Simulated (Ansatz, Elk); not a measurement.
## How far do independent atoms describe ZnW?

The structure of ZnW used here is made up (a known structure type with other elements) and was relaxed beforehand with PBEsol. The aim is the Fourier transform of its all-electron density, F(hkl), set beside the sum over free spherical atoms that refinements use.

Method: DFT, PBE, all-electron APW+lo, Dirac cores, scalar-relativistic bands, static density, no spin, in Elk 11.2.3 (patched build).

The structure was built from a prototype and need not be the compound's stable phase.

**1. Starting point**

The structure is cubic, space group Pm-3m (No. 221). Conventional cell: a = 3.055 Å, b = 3.055 Å, c = 3.055 Å, α = 90.00°, β = 90.00°, γ = 90.00°. W has 8 Zn at 2.65 Å nearest. Zn has 8 W at 2.65 Å nearest. Farther neighbours are not listed.

Coordinates:

```cif
data_structure
_symmetry_space_group_name_H-M 'P 1'
_symmetry_Int_Tables_number 1
_cell_length_a 3.0551
_cell_length_b 3.0551
_cell_length_c 3.0551
_cell_angle_alpha 90.000
_cell_angle_beta 90.000
_cell_angle_gamma 90.000
_cell_volume 28.51
loop_
_atom_site_label
_atom_site_type_symbol
_atom_site_fract_x
_atom_site_fract_y
_atom_site_fract_z
_atom_site_occupancy
W1 W 0.50000 0.50000 0.50000 1
Zn2 Zn 0.00000 0.00000 0.00000 1
```

**2. Ground state and structure factors**

An all-electron density is needed, since X-rays see the cores too. Task 0 finds the density and task 195 Fourier-transforms it; tshift is off so that phases refer to the origin typed.

The input, elk.in:

```
tasks
  0
  195

xctype
  20

spinpol
  .false.

rgkmax
  7.0

gmaxvr
  14.0

lmaxo
  7

lmaxapw
  8

swidth
  0.002

tshift
  .false.

ramdisk
  .false.

hmaxvr
  5.5

maxscl
  120

epspot
  1e-06

sppath
  './'

avec
  5.77323755885 0.00000000000 -0.00000000000
  0.00000000000 5.77323755885 0.00000000000
  -0.00000000000 0.00000000000 5.77323755885

atoms
  2
  'W.in'
  1
  0.5000000000 0.5000000000 0.5000000000   0.000000 0.000000 0.000000
  'Zn.in'
  1
  -0.0000000000 0.0000000000 -0.0000000000   0.000000 0.000000 0.000000

ngridk
  7 7 7
```

Launch:

```
$ OMP_NUM_THREADS=4 elk
```

Numbers of over 12 decimals in the logs are rounded to 6 here.

Output:

```text
┌─────────────────────────┐
│ Elk code version 11.2.3 │
└─────────────────────────┘

All units are atomic (Hartree, Bohr, etc.)

┌─────────────────────────────────────────────────┐
│ Ground-state run starting from atomic densities │
└─────────────────────────────────────────────────┘

Lattice vectors :
   5.773237559       0.000000000      -0.000000000
   0.000000000       5.773237559       0.000000000
  -0.000000000       0.000000000       5.773237559

Reciprocal lattice vectors :
   1.088329597      -0.000000000       0.000000000
  -0.000000000       1.088329597      -0.000000000
   0.000000000      -0.000000000       1.088329597

Unit cell volume      :    192.4235776
Brillouin zone volume :    1.289084303

Muffin-tin inner radius fraction :   0.1000000000E-01

Nuclei treated as point charges

Species : 1 (W)
 parameters loaded from : W.in
 name : tungsten
 nuclear charge    :   -74.00000000
 electronic charge :    74.00000000
 atomic mass :    335119.8193
 muffin-tin radius :    2.665260978
 number of radial points in muffin-tin :   1393
 inner part over the whole radius :   0.9926926021E-02
 number on inner part of muffin-tin    :    998
 approximate nuclear radius :   0.1010025921E-03
 number of mesh points to nuclear radius :    521
 atomic positions (lattice), magnetic fields (Cartesian) :
  1 :   0.50000000  0.50000000  0.50000000    0.00000000  0.00000000  0.00000000

Species : 2 (Zn)
 parameters loaded from : Zn.in
 name : zinc
 nuclear charge    :   -30.00000000
 electronic charge :    30.00000000
 atomic mass :    119233.3130
 muffin-tin radius :    2.284509410
 number of radial points in muffin-tin :    993
 inner part over the whole radius :   0.9987783914E-02
 number on inner part of muffin-tin    :    701
 approximate nuclear radius :   0.7484757725E-04
 number of mesh points to nuclear radius :    338
 atomic positions (lattice), magnetic fields (Cartesian) :
  1 :   0.00000000  0.00000000  0.00000000    0.00000000  0.00000000  0.00000000

Total number of atoms per unit cell :    2
Total muffin-tin volume :    129.2485024
 ratio of muffin-tin to unit cell volume :   0.6716874513

Spin treatment :
 spin-unpolarised

Number of Bravais lattice symmetries :   48
Number of crystal symmetries         :   48
Crystal has inversion symmetry
Real symmetric eigensolver will be used

k-point grid :      7     7     7
k-point offset :    0.000000000       0.000000000       0.000000000
k-point set is reduced with full crystal symmetry group
Total number of k-points :       20

Muffin-tin radius times maximum |G+k| :    7.000000000
 using average radius
Maximum |G+k| for APW functions       :    2.828414028
Maximum (1/2)|G+k|²                   :    3.999962956
Maximum |G| for potential and density :    14.00000000
Constant for pseudocharge density :    9
 order of it for each species :   16  16
 order of it for pair densities of each species (exact exchange by exxq0 0: 17) :   11   8
Radial integration step length :    1

G-vector grid sizes :     27    27    27
Number of G-vectors :     8925

Maximum angular momentum used for
 APW functions            :    8
 outer part of muffin-tin :    7
 inner part of muffin-tin :    2

Total nuclear charge    :   -104.0000000
Total core charge       :    58.00000000
Total valence charge    :    46.00000000
Total excess charge     :    0.000000000
Total electronic charge :    104.0000000

Effective Wigner radius, rₛ :   0.7615740057

Number of empty states         :      8
Total number of valence states :     32
Total number of core states    :     58

Third-order local-orbitals added for an l without core states : T
Total number of local-orbitals :     61

Exchange-correlation functional :     20     0     0
 Perdew-Burke-Ernzerhof, Phys. Rev. Lett. 77, 3865 (1996)
 gradient requirement :    1
 generalised gradient approximation (GGA)

Smearing type :    3
 Fermi-Dirac
Smearing width :   0.2000000000E-02
Effective electronic temperature (K) :    631.5500496

Mixing type :    3
[...]
xc potential                :     -515.23527459310
 exchange                    :     -390.53041718678
 correlation                 :     -5.974969
 electron entropic           :    -0.53200300579998E-03
 total energy                :     -17962.706260663

Density of states at Fermi energy :    39.67362859
 (states/Hartree/unit cell)

Estimated indirect band gap :   0.3508552238E-02
 from k-point 14 to k-point 3
Estimated direct band gap   :   0.1361939035E-01
 at k-point 17

Charges :
 core                        :    58.00000000
 valence                     :    46.00000000
 interstitial                :    2.611342091
 muffin-tins (core leakage)
  species : 1 (W)
   atom 1                    :    72.53491258     ( -0.5157212257E-07)
  species : 2 (Zn)
   atom 1                    :    28.85374533     (  0.1756174180E-03)
 total in muffin-tins        :    101.3886579
 total calculated charge     :    103.9987522
 total charge                :    104.0000000
 error                       :   0.1247799823E-02

RMS change in Kohn-Sham potential (target) :   0.1855147620     (  0.1000000000E-05)
Absolute change in total energy (target)   :   0.1233854809     (  0.1000000000E-03)

[... loops 3 to 14 left out ...]

┌──────────────────┐
│ Loop number : 15 │
└──────────────────┘

Energies :
 Fermi                       :     0.406650
 sum of occupied eigenvalues :     -10920.895921753
 electron kinetic            :      20043.394597308
 core electron kinetic       :      19189.712850839
 Coulomb                     :     -37608.499009696
 Coulomb potential           :     -30445.351250107
 nuclear-nuclear             :     -1875.1354171833
 electron-nuclear            :     -41069.593969718
 Hartree                     :      5336.2303772050
 Madelung                    :     -22385.823384642
 xc potential                :     -518.93926895456
 exchange                    :     -391.10927755327
 correlation                 :     -5.976767
 electron entropic           :    -0.52154977618483E-03
 total energy                :     -17962.190978342

Density of states at Fermi energy :    37.13946376
 (states/Hartree/unit cell)

Estimated indirect band gap :   0.1864305754E-02
 from k-point 11 to k-point 3
Estimated direct band gap   :   0.1471315320E-01
 at k-point 17

Charges :
 core                        :    58.00000000
 valence                     :    46.00000000
 interstitial                :    2.445815343
 muffin-tins (core leakage)
  species : 1 (W)
   atom 1                    :    72.53663458     ( -0.6433830180E-07)
  species : 2 (Zn)
   atom 1                    :    29.01755008     (  0.1621142778E-03)
 total in muffin-tins        :    101.5541847
 total calculated charge     :    103.9988788
 total charge                :    104.0000000
 error                       :   0.1121213797E-02

RMS change in Kohn-Sham potential (target) :   0.1394016095E-06 (  0.1000000000E-05)
Absolute change in total energy (target)   :   0.3895433474E-04 (  0.1000000000E-03)

Convergence targets achieved

┌──────────────────┐
│ Loop number : 16 │
└──────────────────┘

Energies :
 Fermi                       :     0.406650
 sum of occupied eigenvalues :     -10920.895924007
 electron kinetic            :      20043.394597821
 core electron kinetic       :      19189.712850645
 Coulomb                     :     -37608.499011259
 Coulomb potential           :     -30445.351251110
 nuclear-nuclear             :     -1875.1354171833
 electron-nuclear            :     -41069.593972240
 Hartree                     :      5336.2303781645
 Madelung                    :     -22385.823385704
 xc potential                :     -518.93927071772
 exchange                    :     -391.10927759296
 correlation                 :     -5.976767
 electron entropic           :    -0.52154983211575E-03
 total energy                :     -17962.190979430

Density of states at Fermi energy :    37.13946874
 (states/Hartree/unit cell)

Estimated indirect band gap :   0.1864306035E-02
 from k-point 11 to k-point 3
Estimated direct band gap   :   0.1471314948E-01
 at k-point 17

Charges :
 core                        :    58.00000000
 valence                     :    46.00000000
 interstitial                :    2.445815251
 muffin-tins (core leakage)
  species : 1 (W)
   atom 1                    :    72.53663460     ( -0.6434088817E-07)
  species : 2 (Zn)
   atom 1                    :    29.01755015     (  0.1621142789E-03)
 total in muffin-tins        :    101.5541847
 total calculated charge     :    103.9988788
 total charge                :    104.0000000
 error                       :   0.1121213808E-02

┌──────────────────────────────┐
│ Self-consistent loop stopped │
└──────────────────────────────┘

Warning : core states of species 2 leak from the muffin-tin :   0.1621142789E-03

Wrote STATE.OUT
```

Wall time 10 s (4 threads of Arm Neoverse V1, shared host); peak memory 0.16 GiB.

SFACRHO.OUT:

```text

h k l indices transformed by vhmat matrix:
   1.000000000       0.000000000       0.000000000    
   0.000000000       1.000000000       0.000000000    
   0.000000000       0.000000000       1.000000000    

      h      k      l  multipl.   |H|            Re(F)            Im(F)           |F|

      0      0      0      1   0.0000000       104.00000      0.16074265E-16   104.00000    
     -1      0      0      6   1.0883296      -39.571860     -0.78695891E-14   39.571860    
      0     -1      1     12   1.5391305       82.923401     -0.94958872E-14   82.923401    
     -1     -1      1      8   1.8850422      -35.425283     -0.69409803E-14   35.425283    
     -2      0      0      6   2.1766592       73.354953      0.13184431E-13   73.354953    
      1      0      2     24   2.4335790      -32.884542      0.18836462E-13   32.884542    
      1      1      2     24   2.6658522       66.440871     -0.24046293E-13   66.440871    
      0     -2      2     12   3.0782610       61.129470     -0.14360219E-13   61.129470    
     -1     -2      2     24   3.2649888      -29.288520      0.14194100E-13   29.288520    
      0     -3      0      6   3.2649888      -29.360077     -0.16230556E-13   29.360077    
     -3      0      1     24   3.4416004       56.898060      0.10469287E-13   56.898060    
     -3     -1     -1     24   3.6095809      -28.007477     -0.25423680E-13   28.007477    
      2     -2      2      8   3.7700843       53.318089     -0.45731482E-13   53.318089    
      2      3      0     24   3.9240282      -26.859619      0.24085429E-13   26.859619    
     -1      2      3     48   4.0721565       50.369271     -0.18770086E-13   50.369271    
      0      4      0      6   4.3533184       47.875440     -0.17970700E-13   47.875440    
     -2      2      3     24   4.4872979      -24.904408      0.13151058E-13   24.904408    
      4      0      1     24   4.4872979      -24.919585      0.21938333E-13   24.919585
```

Elk indexes on the primitive cell of elk.in and gives |H| = 4π sin θ/λ in inverse bohr. Below, one row stands for each form hkl of the conventional cell (m members, Friedel mates merged), F is for one primitive cell and the density is static (no thermal factor). Free-atom factors are Waasmaier and Kirfel's, and R is Σm||F|−|F'||/Σm|F|.

```csv
hkl,m,sin θ/λ (Å⁻¹),"abs F, DFT",neutral atoms,diff.
100,6,0.164,39.572,39.524,+0.048
110,12,0.232,82.923,83.414,-0.491
111,8,0.283,35.425,35.385,+0.040
200,6,0.327,73.355,73.555,-0.200
210,24,0.366,32.885,32.783,+0.101
211,24,0.401,66.441,66.525,-0.084
220,12,0.463,61.130,61.161,-0.031
221,24,0.491,29.288,29.327,-0.038
300,6,0.491,29.360,29.327,+0.033
310,24,0.517,56.898,56.899,-0.001
311,24,0.543,28.008,28.060,-0.052
222,8,0.567,53.318,53.399,-0.081
320,24,0.590,26.860,26.957,-0.098
321,48,0.612,50.369,50.447,-0.077
400,6,0.655,47.875,47.905,-0.030
322,24,0.675,24.904,25.046,-0.141
410,24,0.675,24.920,25.046,-0.126
411,24,0.694,45.638,45.682,-0.044
330,12,0.694,45.613,45.682,-0.069
331,24,0.713,24.046,24.185,-0.139
420,24,0.732,43.678,43.716,-0.039
421,48,0.750,23.240,23.372,-0.132
```

**3. The highest occupied states alone**

An energy window below the Fermi level keeps the highest occupied states, to see at which angles they scatter; shallow core shells can lie inside it and anion s states outside. No new self-consistency is needed.

Edit elk.in of step 2 so:

```diff
@@ -1,3 +1,2 @@
 tasks
-  0
   195
@@ -40,2 +39,5 @@
 
+wsfac
+  -0.144590 0.706650
+
 sppath
```

Launch:

```
$ OMP_NUM_THREADS=4 elk
```

Output:

```text
┌─────────────────────────────────┐
│ Elk code version 11.2.3 started │
└─────────────────────────────────┘

Info(readinput): the functional depends on the density's gradient
 muffin-tin radial points multiplied by    2.00000
 (not where nrmtscf is given)

┌────────────────────┐
│ Current task : 195 │
└────────────────────┘
Info(checkmt): changed muffin-tin radius of species 1 (W) from   2.8000 to   2.6653
Info(checkmt): changed muffin-tin radius of species 2 (Zn) from   2.4000 to   2.2845

Info(sfacrho): density structure factors written to SFACRHO.OUT

 Energy window :  -0.1445900000      0.7066500000

┌──────────────────┐
│ Elk code stopped │
└──────────────────┘
```

Wall time 3.1 s (4 threads); peak memory 0.16 GiB.

States within 15 eV below the Fermi level hold 18.00 electrons; any levels below the window count with the cores. Their amplitudes can exceed the total, where window and core parts have opposite phase:

```csv
hkl,sin θ/λ (Å⁻¹),"abs F, window","abs F, all"
100,0.164,6.772,39.572
110,0.232,7.144,82.923
111,0.283,5.516,35.425
200,0.327,4.994,73.355
210,0.366,4.244,32.885
211,0.401,3.740,66.441
220,0.463,2.919,61.130
221,0.491,2.727,29.288
300,0.491,2.655,29.360
310,0.517,2.358,56.898
```

(Part 1 of 2 ends here.)

[Logs are printed without paths, hosts, clocks, repeated set-up lines and the standing remarks that a program may print on its own settings, such as how far it seeks lower states.]

[Hosts, paths, dates, database ids (printed as entryN), source tags and the programs' standing remarks are cut or masked in the printed files.]
